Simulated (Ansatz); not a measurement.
## Selenium (P3_121, 3 atoms a cell): G0W0 under other settings

Aim: change settings of a G0W0 run on Selenium (P3_121, 3 atoms a cell) and see what moves.

Method: G0W0 on PBE, plane waves, PAW; PAW set soft_1, in Ansatz 0.2.0.

### 1. The structure

Symmetry: P3_121, No. 152, trigonal system. The conventional cell has a = 4.366 Å, b = 4.366 Å, c = 4.954 Å, α = 90.00°, β = 90.00°, γ = 120.00°. Se has 2 Se at 2.37 Å nearest.

The cell and positions come from the Crystallography Open Database and are kept as given unless a step says otherwise.

### 2. The base run: 6×6×4 mesh, 185 empty bands, screening to 100 eV, PAW set soft_1 files

G0W0 replaces the xc potential by the self-energy, built once from these orbitals. Only a window of levels is corrected, while the sums run over the empty bands that the input names. This step takes PAW set soft_1 files.

File input.yaml:

```yaml
crystal:
  lattice:
    - [4.3662, 0.0, 0.0]
    - [-2.1831, 3.781240118, 0.0]
    - [0.0, 0.0, 4.9536]
  atoms:
    - { symbol: Se, position: [0.2254, 0.0, 0.3333333333] }
    - { symbol: Se, position: [0.0, 0.2254, 0.6666666667] }
    - { symbol: Se, position: [0.7746, 0.7746, 0.0] }
kpoints:
  mp_grid: { grid: [6, 6, 4] }
hamiltonian:
  xc: pbe
  pseudopotentials: { kind: paw, azcp: { folder: soft_1 } }
scf:
  occupations: { method: fixed }
gw:
  n_empty_bands: 185
  ecut_chi: 100
  qp_bands: [v2, c2]
  qp_kpoints: band_edges
  screening: { model: contour_deformation }
```

Launch:

```bash
$ ansatz run input.yaml --threads 2 --pin off --max-ram 92160MiB --backend cuda --events-out ev --progress --plain --runs-dir out --devices 1 --max-vram 13GiB
```

Numbers of over 12 decimals in the logs are rounded to 6 here.

What it wrote:

```text
GPUs: using 1 of 1 available (devices: 1).
Engine: ansatz 0.2.0, x86_64-unknown-linux-gnu
Pseudopotentials: kind: paw
Pseudopotential: Se, paw, valence charge 16, recommended cutoff 420 eV (normal), soft_1/Se.paw.azcp
Functional definition: PBE
  parameter kappa = 0.804
  parameter beta = 0.066725
  exchange = pbe_x(kappa = kappa, mu = beta*pi^2/3)
  correlation = pbe_c(beta = beta)
device memory: the entry about to start is reckoned to put 0.9 GiB on a device that reports 68.5 GiB free (of which the cap on the GPU budget leaves the run 13.0 GiB)
GPU FFT provider: cuFFT
GPU libraries: cuBLAS 13.8.2, cuFFT 12.4.0, cuSOLVER 12.3.4
Crystal: 3 atoms, lattice volume = 81.782 Å³
Basis set: ecut = 420 eV, 1583 PW (Γ)
Bands: 29, of which v1, the nominal top of the filled ones, is band 24 counted from 1 (23 counted from 0)
Symmetry: 6 space group operations
Space group: P3121 (ITA 152), of the structure as read, at distance tolerance 4.3e-5 Å
k-points: 24 of 144 (time reversal used)
Non-local potential: Se, projectors of the file, l = 0: 2, l = 1: 2, l = 2: 3, l = 3: 1
PAW form: soft (Blöchl's): semilocal exchange-correlation on the pseudo side does not see the compensation charge
PAW one-centre angular grid: Se, 590 points (default); XC on 64 Gauss nodes
Initial density: superposition of atomic densities (chi_scale 0.1, normalization cell)
Initial wavefunctions: pseudopotential atomic-orbital guess
GPU buffer pool allocated for 32400 grid points (all kernels)
GPU transforms: local potential and band sums: pruned to the plane-wave sphere, on 30×30×36
Functional: x = pbe(κ = 0.804, μ = 0.219515), c = pbe(β = 0.066725)
SCF iter   1: F=—  HF=-16407.299670 eV  |F-HF|=—  |Δ(HF+E_count)|=         —  Δρ=2.78e-2  dr2=3.89e-1  ethr=3.10e-3  ⟨swp⟩=4.7  Hψ=2552  notcnv=0  defer=56
preconditioner: auto → Resta (q_TF=auto, 2.496 Å⁻¹)  ε∞=3.8  [insulator: Δε(μ)=1.127 eV  Ē_g=10.457 eV  n_scr=20 (ndim 8)  ℏωp=17.4 eV  f_vac=0.063  ε∞_Penn≈3.8]
SCF iter   2: F=—  HF=-16407.242376 eV  |F-HF|=—  |Δ(HF+E_count)|=   5.73e-2  Δρ=1.54e-2  dr2=1.23e-1  ethr=8.11e-4  ⟨swp⟩=2.0  Hψ=939  notcnv=0  defer=67
SCF iter   3: F=—  HF=-16407.226581 eV  |F-HF|=—  |Δ(HF+E_count)|=   1.58e-2  Δρ=1.57e-3  dr2=1.72e-3  ethr=2.56e-4  ⟨swp⟩=2.4  Hψ=878  notcnv=0  defer=69
SCF iter   4: F=—  HF=-16407.227419 eV  |F-HF|=—  |Δ(HF+E_count)|=   8.38e-4  Δρ=6.17e-4  dr2=2.29e-4  ethr=3.58e-6  ⟨swp⟩=2.0  Hψ=1297  notcnv=0  defer=71
SCF iter   5: F=—  HF=-16407.227546 eV  |F-HF|=—  |Δ(HF+E_count)|=   1.27e-4  Δρ=2.01e-4  dr2=3.77e-5  ethr=4.77e-7  ⟨swp⟩=2.0  Hψ=1297  notcnv=0  defer=71
SCF iter   6: F=—  HF=-16407.227618 eV  |F-HF|=—  |Δ(HF+E_count)|=   7.28e-5  Δρ=5.28e-5  dr2=2.41e-6  ethr=7.86e-8  ⟨swp⟩=2.0  Hψ=888  notcnv=0  defer=46
[...]
E_xc         = -253.943232
  E_vxc        = -269.212467  (∫ρ·V_xc dr)
  E_paw        = -6390.993711  (= ΣΔE_a)
  E_vpaw       = -566.212201  (= ΣTr[D̂ρ^β])
  E_aug_tail   = -0.001113  (compensation charges beyond the density's cutoff)
  E_ewald      = -4981.574654
  E_smearing   = -0.000000  (= −TS)
  E_closure    = 0.000000  (closes the sum)
  Σ components = -16407.227624   (vs F -16407.227624, Δ=0.00e0)
--- Band table (eV; the first three rows and the last of 24) ---
  k-point 0: bands = [... 20 lower, 2.7575, 4.4707, 4.4707, 6.1043, 8.4024, 8.4024, 8.6787, 12.6864, ... 1 higher]
  k-point 1: bands = [... 20 lower, 3.0174, 4.5681, 4.9450, 5.6795, 7.9720, 8.0427, 8.2135, 13.2633, ... 1 higher]
  k-point 2: bands = [... 20 lower, 3.1291, 4.9683, 4.9683, 5.3905, 7.7285, 7.7285, 7.7960, 12.7991, ... 1 higher]
  k-point 23: bands = [... 20 lower, 1.5638, 5.5293, 6.2984, 6.2984, 7.5497, 9.2295, 9.2295, 13.1808, ... 1 higher]
--- G₀W₀: contour deformation, 7 samples at zero and on the imaginary axis and 1 off it, 144 q-points, 185 empty bands' worth ---
  eigenvalues of the whole cell's RPA ε∞ on this k-mesh (on a slab, of 1 + 4πα/V) = 9.1411, 9.1411, 13.7136; static W/v taken at q = 0 is 0.091433
  bands read: the sum over 209 bands ends inside a degenerate multiplet in 2 slots, whose members it reads at an even weight; the widest, k=2: bands 209 to 210 (counted from 1) at 1/2 each
  gw.qp_kpoints: band_edges: 12 of 24 stored k-points solved, in 1 pass; an edge of the gap read off the rows below is read off those points alone
    valence top: of the k-points left out ik 18 came nearest to being solved in a further pass, in band 24 (counted from 1, as in the quasiparticle table): it holds the edge there only if its correction is more favourable than any solved in that band by at least 0.525 eV; those differ by 0.107 eV
    conduction bottom: of the k-points left out ik 4 came nearest to being solved in a further pass, in band 25 (counted from 1, as in the quasiparticle table): it holds the edge there only if its correction is more favourable than any solved in that band by at least 0.435 eV; those differ by 0.131 eV
    ik  band        ε_KS         Σx   Σc(E_QP)       V_xc       Z   E_QP_lin       E_QP  E_QP is
     0    23      4.4707   -17.1437     2.7549   -13.9114  0.6816     3.9796     3.9933  root
     0    24      6.1043   -17.6169     2.1321   -15.0073  0.7221     5.6203     5.6269  root
     0    25      8.4024   -10.7755    -3.9501   -15.0568  0.7267     8.7369     8.7336  root
     0    26      8.4024   -10.7755    -3.9501   -15.0568  0.7267     8.7369     8.7336  root
     1    23      4.9450   -17.3243     2.5396   -14.2959  0.7011     4.4459     4.4561  root
     1    24      5.6795   -17.3244     2.2206   -14.6267  0.7153     5.1947     5.2025  root
     1    25      7.9720    -9.9361    -3.6808   -13.8659  0.7455     8.2223     8.2210  root
     1    26      8.0427   -10.6982    -3.7108   -14.6945  0.7323     8.3303     8.3282  root
[...]
23    23      6.2984   -17.4559     1.4832   -15.5637  0.7336     5.8856     5.8895  root
    23    24      6.2984   -17.4559     1.4832   -15.5637  0.7336     5.8856     5.8895  root
    23    25      7.5497   -11.3279    -3.4304   -15.0623  0.7435     7.8556     7.8537  root
    23    26      9.2295   -10.7515    -4.0778   -15.1531  0.7119     9.5576     9.5532  root
[key lines of the parts left out:]
SCF converged after 7 iterations
Free energy (F): -16407.227624 eV
Fermi energy:    6.527454 eV
```

It took 33 s on 1 × NVIDIA H100 80GB HBM3 (shared by 6 runs) with 2 threads of AMD EPYC 7R13 (Zen 3), shared host; peak memory 1.3 GiB; 35 s of CPU time.

This step gave:

* bands summed: 209
* RPA ε∞ on this mesh (eigenvalues): 9.141, 9.141, 13.71
* plane waves in the screening matrix: 201
* q-points in the mesh: 144
* G0W0 gap on the mesh: 1.703 eV
* k of the valence top: 0, -0.5, -0.5
* k of the conduction bottom: 0.3333, 0.3333, -0.5
* starting gap on the mesh: 1.022 eV
* Z at the valence top: 0.7387
* Z at the conduction bottom: 0.7435
* least direct G0W0 gap on the computed points: 1.964 eV

The gap on the mesh goes from 1.02 eV to 1.70 eV, a correction of +0.68 eV. Between the two edge states, bare exchange in place of the xc potential would open the gap by 5.37 eV, and correlation takes back 4.69 eV.

### 3. Variant: potentials

Other atomic data (norm-conserving) test the pseudisation: the cutoff goes from 420 to 1170.09 eV, with the same valence electrons.

This step: G0W0 on PBE, plane waves, norm-conserving pseudopotentials.

Edit input.yaml of step 2 so:

```diff
@@ -13,3 +13,3 @@
   xc: pbe
-  pseudopotentials: { kind: paw, azcp: { folder: soft_1 } }
+  pseudopotentials: { kind: nc }
 scf:
```

What it wrote:

```text
GPUs: using 1 of 1 available (devices: 1).
[...]
GPU FFT provider: cuFFT
GPU libraries: cuBLAS 13.8.2, cuFFT 12.4.0, cuSOLVER 12.3.4
Crystal: 3 atoms, lattice volume = 81.782 Å³
Basis set: ecut = 1170.089609 eV, 7383 PW (Γ)
Bands: 29, of which v1, the nominal top of the filled ones, is band 24 counted from 1 (23 counted from 0)
Symmetry: 6 space group operations
[...]
k-points: 24 of 144 (time reversal used)
[...]
GPU buffer pool allocated for 150000 grid points (all kernels)
[...]
SCF iter   1: F=—  HF=-9897.034309 eV  |F-HF|=—  |Δ(HF+E_count)|=         —  Δρ=2.87e-2  dr2=4.16e-1  ethr=3.10e-3  ⟨swp⟩=5.0  Hψ=2640  notcnv=0  defer=63
[...]
SCF iter   7: F=-9896.953876 eV  HF=-9896.953876 eV  |F-HF|=3.99e-8  |Δ(HF+E_count)|=   1.67e-6  Δρ=5.15e-6  dr2=1.44e-8  ethr=2.08e-10  ⟨swp⟩=12.6  Hψ=3552  notcnv=0
SCF 1 converged in 7 iterations: F = -9896.953876 eV  dr2 = 1.44e-8
[...]
0    23      5.3464   -17.1297     2.7648   -13.9039  0.6808     4.8726     4.8855  root
     0    24      6.9774   -17.6075     2.1465   -15.0033  0.7217     6.5138     6.5198  root
     0    25      9.2547   -10.8007    -3.9295   -15.0800  0.7263     9.6082     9.6045  root
     0    26      9.2547   -10.8007    -3.9295   -15.0800  0.7263     9.6082     9.6045  root
     1    23      5.8213   -17.3134     2.5515   -14.2906  0.7006     5.3404     5.3500  root
     1    24      6.5529   -17.3165     2.2338   -14.6246  0.7148     6.0876     6.0948  root
     1    25      8.8281    -9.9651    -3.6646   -13.8967  0.7449     9.0968     9.0951  root
     1    26      8.8981   -10.7180    -3.6920   -14.7133  0.7318     9.2038     9.2014  root
[...]
23    23      7.1692   -17.4466     1.4954   -15.5656  0.7332     6.7801     6.7836  root
    23    24      7.1692   -17.4466     1.4954   -15.5656  0.7332     6.7801     6.7836  root
    23    25      8.4054   -11.3533    -3.4048   -15.0795  0.7432     8.7289     8.7268  root
    23    26     10.0825   -10.7751    -4.0629   -15.1829  0.7112    10.4322    10.4272  root
[key lines of the parts left out:]
SCF converged after 7 iterations
Free energy (F): -9896.953876 eV
Fermi energy:    7.397734 eV
```

Wall time 90 s (1 × NVIDIA H100 80GB HBM3 (shared by 6 runs) with 2 threads); peak memory 1.9 GiB.

The G0W0 gap on the mesh is 1.681 eV.

Against the base:

```tsv
setting	base	variant
files	PAW set soft_1	norm-conserving
```

```tsv
quantity	variant	base
starting gap on the mesh	1.008	1.022
G0W0 gap on the mesh	1.681	1.703
least direct G0W0 gap on the computed points	1.943	1.964
Z at the valence top	0.738	0.739
Z at the conduction bottom	0.743	0.744
```

### 4. Variant: potentials

This step: G0W0 on PBE, plane waves, PAW.

Edit input.yaml of step 3 so:

```diff
@@ -13,3 +13,3 @@
   xc: pbe
-  pseudopotentials: { kind: nc }
+  pseudopotentials: { kind: paw, source: ansatz }
 scf:
```

What it wrote:

```text
GPUs: using 1 of 1 available (devices: 1).
[...]
GPU FFT provider: cuFFT
GPU libraries: cuBLAS 13.8.2, cuFFT 12.4.0, cuSOLVER 12.3.4
Crystal: 3 atoms, lattice volume = 81.782 Å³
Basis set: ecut = 580 eV, 2605 PW (Γ)
Bands: 29, of which v1, the nominal top of the filled ones, is band 24 counted from 1 (23 counted from 0)
Symmetry: 6 space group operations
[...]
k-points: 24 of 144 (time reversal used)
[...]
GPU buffer pool allocated for 51840 grid points (all kernels)
[...]
SCF iter   1: F=—  HF=-16407.428280 eV  |F-HF|=—  |Δ(HF+E_count)|=         —  Δρ=2.75e-2  dr2=3.87e-1  ethr=3.10e-3  ⟨swp⟩=4.6  Hψ=2520  notcnv=0  defer=63
[...]
SCF iter   7: F=-16407.357375 eV  HF=-16407.357375 eV  |F-HF|=6.69e-8  |Δ(HF+E_count)|=   4.13e-6  Δρ=5.96e-6  dr2=2.31e-8  ethr=2.08e-10  ⟨swp⟩=6.3  Hψ=2692  notcnv=0
SCF 1 converged in 7 iterations: F = -16407.357375 eV  dr2 = 2.31e-8
[...]
0    23      5.5460   -17.1421     2.7521   -13.9093  0.6819     5.0514     5.0653  root
     0    24      7.1801   -17.6156     2.1296   -15.0036  0.7223     6.6911     6.6977  root
     0    25      9.4819   -10.7773    -3.9534   -15.0579  0.7269     9.8122     9.8090  root
     0    26      9.4819   -10.7773    -3.9534   -15.0579  0.7269     9.8122     9.8090  root
     1    23      6.0206   -17.3225     2.5369   -14.2928  0.7014     5.5175     5.5279  root
     1    24      6.7552   -17.3231     2.2182   -14.6233  0.7155     6.2658     6.2737  root
     1    25      9.0500    -9.9367    -3.6835   -13.8661  0.7457     9.2971     9.2958  root
     1    26      9.1215   -10.6991    -3.7143   -14.6954  0.7325     9.4054     9.4034  root
[...]
23    23      7.3725   -17.4573     1.4820   -15.5622  0.7338     6.9554     6.9594  root
    23    24      7.3725   -17.4573     1.4820   -15.5622  0.7338     6.9554     6.9594  root
    23    25      8.6310   -11.3242    -3.4354   -15.0593  0.7437     8.9325     8.9307  root
    23    26     10.3063   -10.7580    -4.0802   -15.1586  0.7122    10.6309    10.6266  root
[key lines of the parts left out:]
SCF converged after 7 iterations
Free energy (F): -16407.357375 eV
Fermi energy:    7.601504 eV
```

Wall time 37 s (1 × NVIDIA H100 80GB HBM3 (shared by 6 runs) with 2 threads); peak memory 1.4 GiB; 55 s of CPU time.

The G0W0 gap on the mesh is 1.710 eV.

Against the base:

```tsv
setting	base	variant
files	PAW set soft_1	hard PAW
```

```tsv
quantity	variant	base
starting gap on the mesh	1.029	1.022
G0W0 gap on the mesh	1.710	1.703
least direct G0W0 gap on the computed points	1.971	1.964
Z at the valence top	0.739	0.739
Z at the conduction bottom	0.744	0.744
```

### 5. Variant: frequency model

A plasmon pole stands in for the full frequency dependence of the screening; this run shows what that costs in accuracy.

This step: G0W0 on PBE, plane waves, PAW; PAW set soft_1.

Edit input.yaml of step 4 so:

```diff
@@ -13,3 +13,3 @@
   xc: pbe
-  pseudopotentials: { kind: paw, source: ansatz }
+  pseudopotentials: { kind: paw, azcp: { folder: soft_1 } }
 scf:
@@ -21,2 +21,2 @@
   qp_kpoints: band_edges
-  screening: { model: contour_deformation }
+  screening: { model: godby_needs }
```

What it wrote:

```text
GPUs: using 1 of 1 available (devices: 1).
[...]
GPU FFT provider: cuFFT
GPU libraries: cuBLAS 13.8.2, cuFFT 12.4.0, cuSOLVER 12.3.4
Crystal: 3 atoms, lattice volume = 81.782 Å³
Basis set: ecut = 420 eV, 1583 PW (Γ)
Bands: 29, of which v1, the nominal top of the filled ones, is band 24 counted from 1 (23 counted from 0)
Symmetry: 6 space group operations
[...]
k-points: 24 of 144 (time reversal used)
[...]
GPU buffer pool allocated for 32400 grid points (all kernels)
[...]
SCF iter   1: F=—  HF=-16407.299670 eV  |F-HF|=—  |Δ(HF+E_count)|=         —  Δρ=2.78e-2  dr2=3.89e-1  ethr=3.10e-3  ⟨swp⟩=4.7  Hψ=2552  notcnv=0  defer=56
[...]
SCF iter   7: F=-16407.227624 eV  HF=-16407.227624 eV  |F-HF|=1.06e-7  |Δ(HF+E_count)|=   5.52e-6  Δρ=1.06e-5  dr2=6.76e-8  ethr=2.08e-10  ⟨swp⟩=7.1  Hψ=3165  notcnv=0
SCF 1 converged in 7 iterations: F = -16407.227624 eV  dr2 = 6.76e-8
[...]
0    23      4.4707   -17.1437     2.6338   -13.9114  0.7648     3.8692     3.8722  root
     0    24      6.1043   -17.6169     2.1184   -15.0073  0.7719     5.6114     5.6131  root
     0    25      8.4024   -10.7755    -3.9066   -15.0568  0.7784     8.7781     8.7771  root
     0    26      8.4024   -10.7755    -3.9066   -15.0568  0.7784     8.7781     8.7771  root
     1    23      4.9450   -17.3243     2.4698   -14.2959  0.7673     4.3836     4.3863  root
     1    24      5.6795   -17.3244     2.1845   -14.6267  0.7710     5.1643     5.1662  root
     1    25      7.9720    -9.9361    -3.6781   -13.8659  0.7870     8.2240     8.2236  root
     1    26      8.0427   -10.6982    -3.6810   -14.6945  0.7800     8.3587     8.3580  root
[...]
23    23      6.2984   -17.4559     1.4914   -15.5637  0.7774     5.8967     5.8976  root
    23    24      6.2984   -17.4559     1.4914   -15.5637  0.7774     5.8967     5.8976  root
    23    25      7.5497   -11.3279    -3.4091   -15.0623  0.7841     7.8755     7.8749  root
    23    26      9.2295   -10.7515    -4.0072   -15.1531  0.7778     9.6250     9.6239  root
[key lines of the parts left out:]
SCF converged after 7 iterations
Free energy (F): -16407.227624 eV
Fermi energy:    6.527454 eV
```

Elapsed: 43 s, on 1 × NVIDIA H100 80GB HBM3 (shared by 6 runs) with 2 threads; peak memory 1.7 GiB; 66 s of CPU time.

The G0W0 gap on the mesh is 1.709 eV.

Against the base:

```tsv
setting	base	variant
frequency model	contour deformation	plasmon pole
```

```tsv
quantity	variant	base
starting gap on the mesh	1.022	1.022
G0W0 gap on the mesh	1.709	1.703
least direct G0W0 gap on the computed points	1.977	1.964
Z at the valence top	0.780	0.739
Z at the conduction bottom	0.784	0.744
```

### 6. Outcome

| Property | Result |
| --- | --- |
| base | 1.70 eV, 33 s |
| potentials | 1.68 eV, 90 s |
| potentials | 1.71 eV, 37 s |
| frequency model | 1.71 eV, 43 s |

**Reading.** Potentials: the gap moves by −0.02 eV and the time by a factor of 2.7 (the plane-wave cutoff goes from 420 to 1170.09 eV). Potentials: the gap moves by +0.01 eV (the plane-wave cutoff goes from 420 to 580 eV). Frequency model: the gap moves by +0.01 eV. All runs here use a coarse mesh and modest cutoffs; they test settings and are not final values. The many-body steps are scalar-relativistic: spin-orbit coupling is not in them.

[Paths, hosts, dates, memory and timing lines, banners, echoed tables and standing remarks are left out of the program output.]

[Logs are printed without paths, hosts, clocks, repeated set-up lines and the standing remarks that a program may print on its own settings, such as how far it seeks lower states.]

[Runs of the session that timed out or met a known fault of the program may be left out.]

[Cells called generated may have been cut or substituted from an entry of the Crystallography Open Database or the Materials Project.]

[Hosts, paths, dates, database ids (printed as entryN), source tags and the programs' standing remarks are cut or masked in the printed files.]
